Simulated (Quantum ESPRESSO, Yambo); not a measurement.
An input for Yambo 5.3.0 (TiO2 (Anatase)):

```
HF_and_locXC
gw0
dyson
ppa
em1d
rim_cut
RandQpts= 1000000
RandGvec= 1 RL
EXXRLvcs= 76 Ry
VXCRLvcs= 304 Ry
Chimod= "HARTREE"
% BndsRnXp
 1 | 178 |
%
NGsBlkXp= 363 RL
% LongDrXp
 1 | 1 | 1 |
%
% GbndRnge
 1 | 178 |
%
DysSolver= "n"
ExtendOut
PPAPntXp= 27.21138 eV
% QPkrange
 3 | 3 | 23 | 26 |
 1 | 1 | 23 | 26 |
 9 | 9 | 23 | 26 |
%
```

```sh
OMP_NUM_THREADS=2 mpirun -n 2 yambo -F gw4.in -J gw4 -C gw4 > gw4.log
```

The stored states that it reads are on a 4×4×4 mesh. The structure is tetragonal, space group I4_1/amd (No. 141). Conventional cell: a = 3.709 Å, b = 3.709 Å, c = 9.324 Å, α = 90.00°, β = 90.00°, γ = 90.00°. Nearest to Ti lie 6 O at 1.89 to 1.94 Å. Nearest to O lie 3 Ti at 1.89 to 1.94 Å. Farther neighbours and most contacts between anions are not listed.

Question: Estimate wall time and host memory on 2 MPI ranks of Arm Neoverse V1, shared host.

It took 13 min; on shared hardware allow 6.7 min to 27 min. Peak host memory was 2.1 GiB.

The screening grows as filled bands × empty bands × pairs of k points, times the square of the screening basis for the matrix.

[Paths, hosts, dates, memory and timing lines, banners, echoed tables and standing remarks are left out of the program output.]

[Logs are printed without paths, hosts, clocks, repeated set-up lines and the standing remarks that a program may print on its own settings, such as how far it seeks lower states.]

[Runs of the session that timed out or met a known fault of the program may be left out.]

[Hosts, paths, dates, database ids (printed as entryN), source tags and the programs' standing remarks are cut or masked in the printed files.]
